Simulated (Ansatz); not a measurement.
# AgF (model cell, started as NiAs type): from the cell to its phonons, part 2 of 2

Aim: the phonons of AgF (model cell, started as NiAs type) at a cell relaxed beforehand at this level. After the zone centre comes a 3×3×2 q mesh on a 15×15×6 k mesh.

Ansatz 0.2.0; DFT PBEsol, scalar-relativistic, plane waves, PAW.

So far. Step 2 (Linear response at the zone centre): Before it was imposed, the acoustic sum rule was missed by 6.1e-5 eV/Å². Small misses are needed for a sound result but don't prove that mesh and cutoff are converged. The lowest optical mode is imaginary, 26.4i cm⁻¹, so the energy falls along it.

The structure was built from a prototype and need not be the compound's stable phase.

**3. Response at finite wavevector (continued)**

Tetrahedra on a 24×24×10 mesh, mean over bins of 5 cm-1. Interpolated from a 3×3×2 q mesh. The phonon density of states by wavenumber; read off at these points:

wavenumber (cm⁻¹), phonon density of states (1/cm⁻¹/cell) and a bar:
```
      -38     0.0047 ##
      -28     0.0315 ############
      -18     0.0359 ##############
       -8     0.0154 ######
        2     0.0136 #####
       12     0.0191 #######
       22     0.0326 #############
       28     0.0375 ###############
       38     0.0506 ####################
       48     0.0734 #############################
       58     0.0435 #################
       68     0.0496 ###################
       78     0.0766 ##############################
       88     0.0486 ###################
       98     0.0734 #############################
      108     0.0370 ##############
      118     0.0618 ########################
      128     0.0375 ###############
      138     0.0323 #############
      142     0.0306 ############
      152     0.0277 ###########
      162     0.0269 ###########
      172     0.0194 ########
      182     0.0194 ########
      192     0.0255 ##########
      202     0.0326 #############
      212     0.0467 ##################
      222     0.0466 ##################
      232     0.0498 ###################
      242     0.0550 ######################
      248     0.0597 #######################
      252     0.0234 #########
      258     0.0158 ######
      268     0.0113 ####
      278     0.0088 ###
      288     0.0070 ###
      298     0.0054 ##
      308     0.0035 #
      318     0.0000
```

The partial phonon density of states has structure finer than the step of the table below, so its rows give means over 10 cm⁻¹, whole bins alone (the curve runs from -47.3 to 334 cm⁻¹). Peaks (cm⁻¹: height): Ag -18.5: 0.0321, 46.2: 0.0580, 77.3: 0.0628, 98.9: 0.0542, 118.1: 0.0313; F -20.9: 0.00895, 127.7: 0.0282, 218.8: 0.0503, 240.3: 0.0502.

Phonopy on the run's constants, 21x21x9 mesh, Gaussian sigma 2.7 cm-1. Interpolated from a 3×3×2 q mesh. Table of partial phonon density of states by wavenumber; means over each step; values in 1/cm⁻¹/cell:

| wavenumber (cm⁻¹) | Ag | F |
| --- | --- | --- |
| -40 | 0.00345 | 9.8e-4 |
| -30 | 0.0195 | 0.00685 |
| -20 | 0.0290 | 0.00851 |
| -10 | 0.0156 | 0.00389 |
| 0 | 0.00479 | 0.00114 |
| 10 | 0.0143 | 0.00332 |
| 20 | 0.0251 | 0.00577 |
| 30 | 0.0338 | 0.00738 |
| 40 | 0.0482 | 0.00970 |
| 50 | 0.0504 | 0.0104 |
| 60 | 0.0379 | 0.00779 |
| 70 | 0.0444 | 0.0113 |
| 80 | 0.0565 | 0.0132 |
| 90 | 0.0436 | 0.0140 |
| 100 | 0.0500 | 0.0178 |
| 110 | 0.0271 | 0.0164 |
| 120 | 0.0268 | 0.0254 |
| 130 | 0.00952 | 0.0271 |
| 140 | 0.00773 | 0.0233 |
| 150 | 0.00678 | 0.0219 |
| 160 | 0.00642 | 0.0222 |
| 170 | 0.00293 | 0.0181 |
| 180 | 0.00264 | 0.0176 |
| 190 | 0.00325 | 0.0197 |
| 200 | 0.00407 | 0.0273 |
| 210 | 0.00488 | 0.0382 |
| 220 | 0.00459 | 0.0469 |
| 230 | 0.00420 | 0.0435 |
| 240 | 0.00501 | 0.0490 |
| 250 | 0.00393 | 0.0367 |
| 260 | 0.00158 | 0.0133 |
| 270 | 9.5e-4 | 0.00971 |
| 280 | 6.2e-4 | 0.00777 |
| 290 | 4.1e-4 | 0.00628 |
| 300 | 2.3e-4 | 0.00482 |
| 310 | 7.1e-5 | 0.00258 |
| 320 | 1.0e-6 | 1.7e-4 |

Symmetry leaves 6 wavevectors to solve. The lowest mode among them, the acoustic zeros apart, lies at q = (0.333, 0.333, 0) and is imaginary, 35.7i cm⁻¹, so the energy falls along it.

**4. Another isotope**

An isotope changes the mass and not the force constants, so no new electronic calculation is needed; the shifts show which modes move this element.

The same force constants with the mass of Ag changed from 107.868 to 108.905 u (phonopy, no LO-TO term). Both lists are sorted by frequency; levels can cross, so a row need not hold one and the same mode. Modes under 3 cm⁻¹ are left out. Isotope shifts, by row, the first 40 of 45 rows:

| q | rank | natural mass (cm⁻¹) | changed mass (cm⁻¹) |
| --- | --- | --- | --- |
| 0 0 0 | 1 | -26.44 | -26.44 |
| 0 0 0 | 2 | -26.44 | -26.44 |
| 0 0 0 | 6 | 40.58 | 40.38 |
| 0 0 0 | 7 | 40.58 | 40.38 |
| 0 0 0 | 8 | 116.1 | 116 |
| 0 0 0 | 9 | 116.1 | 116 |
| 0 0 0 | 10 | 164.1 | 163.3 |
| 0 0 0 | 11 | 258.5 | 258.3 |
| 0 0 0 | 12 | 314.4 | 314.4 |
| 0 0 -0.5 | 1 | -21.53 | -21.46 |
| 0 0 -0.5 | 2 | -21.53 | -21.46 |
| 0 0 -0.5 | 3 | -21.53 | -21.46 |
| 0 0 -0.5 | 4 | -21.53 | -21.46 |
| 0 0 -0.5 | 5 | 82.31 | 82.18 |
| 0 0 -0.5 | 6 | 82.31 | 82.18 |
| 0 0 -0.5 | 7 | 82.31 | 82.18 |
| 0 0 -0.5 | 8 | 82.31 | 82.18 |
| 0 0 -0.5 | 9 | 111.1 | 110.7 |
| 0 0 -0.5 | 10 | 111.1 | 110.7 |
| 0 0 -0.5 | 11 | 296.5 | 296.4 |
| 0 0 -0.5 | 12 | 296.5 | 296.4 |
| 0 0.3333 0 | 1 | -20.19 | -20.11 |
| 0 0.3333 0 | 2 | 36.23 | 36.08 |
| 0 0.3333 0 | 3 | 50.42 | 50.41 |
| 0 0.3333 0 | 4 | 59.72 | 59.43 |
| 0 0.3333 0 | 5 | 62.24 | 61.97 |
| 0 0.3333 0 | 6 | 91.79 | 91.38 |
| 0 0.3333 0 | 7 | 118.9 | 118.3 |
| 0 0.3333 0 | 8 | 155.4 | 155.4 |
| 0 0.3333 0 | 9 | 191.9 | 191.8 |
| 0 0.3333 0 | 10 | 216 | 216 |
| 0 0.3333 0 | 11 | 222 | 221.9 |
| 0 0.3333 0 | 12 | 261.2 | 261.1 |
| 0 0.3333 -0.5 | 1 | 36.41 | 36.26 |
| 0 0.3333 -0.5 | 2 | 36.41 | 36.26 |
| 0 0.3333 -0.5 | 3 | 42.65 | 42.48 |
| 0 0.3333 -0.5 | 4 | 42.65 | 42.48 |
| 0 0.3333 -0.5 | 5 | 105.8 | 105.3 |
| 0 0.3333 -0.5 | 6 | 105.8 | 105.3 |
| 0 0.3333 -0.5 | 7 | 119.5 | 119.4 |

A mode of this element alone would shift by -0.48 %. The highest zone-centre frequency without the field goes from 314.4 to 314.4 cm⁻¹ (+0.0 %).

**5. Results**

```yaml
space_group_within_0p01_a: P6_3/mmc
volume_per_atom: 13.7 Å³
electronic_character: no gap on this mesh
highest_optical_mode_at_the_zone_centre_no_lo_to_term: 314 cm⁻¹
lowest_optical_zone_centre_mode: -26.4 cm⁻¹
lowest_mode_on_the_q_mesh_acoustic_modes_at_gamma_apart: -35.7 cm⁻¹
highest_frequency_on_the_path_or_at_a_solved_wavevector: 314 cm⁻¹
imaginary_modes_on_the_3x3x2_q_mesh: yes
```

**Reading.** Modes are clearly imaginary (beyond 10i cm⁻¹) at 5 of the 6 irreducible wavevectors, most at q = (0.333, 0.333, 0) (35.7i cm⁻¹), so this structure is not a minimum of the energy. The optical modes at Γ span -26 to 314 cm⁻¹ (negative means imaginary). The highest mode in this list at Γ, 314.4 cm⁻¹, is mostly motion of F (100 % of the kinetic energy). With no gap, or one that is small against the smearing, the frequencies hang on the k mesh and the smearing, most of all near Kohn anomalies. A semilocal functional can close a gap that the real compound would have, so the metallic treatment may be an artefact of the level. The starting cell was built on a prototype and not taken from a measurement, so the phase need not exist. These are harmonic frequencies at zero temperature: anharmonic shifts, linewidths and thermal expansion are left out.

[Logs are printed without paths, hosts, clocks, repeated set-up lines and the standing remarks that a program may print on its own settings, such as how far it seeks lower states.]

[Hosts, paths, dates, database ids (printed as entryN), source tags and the programs' standing remarks are cut or masked in the printed files.]
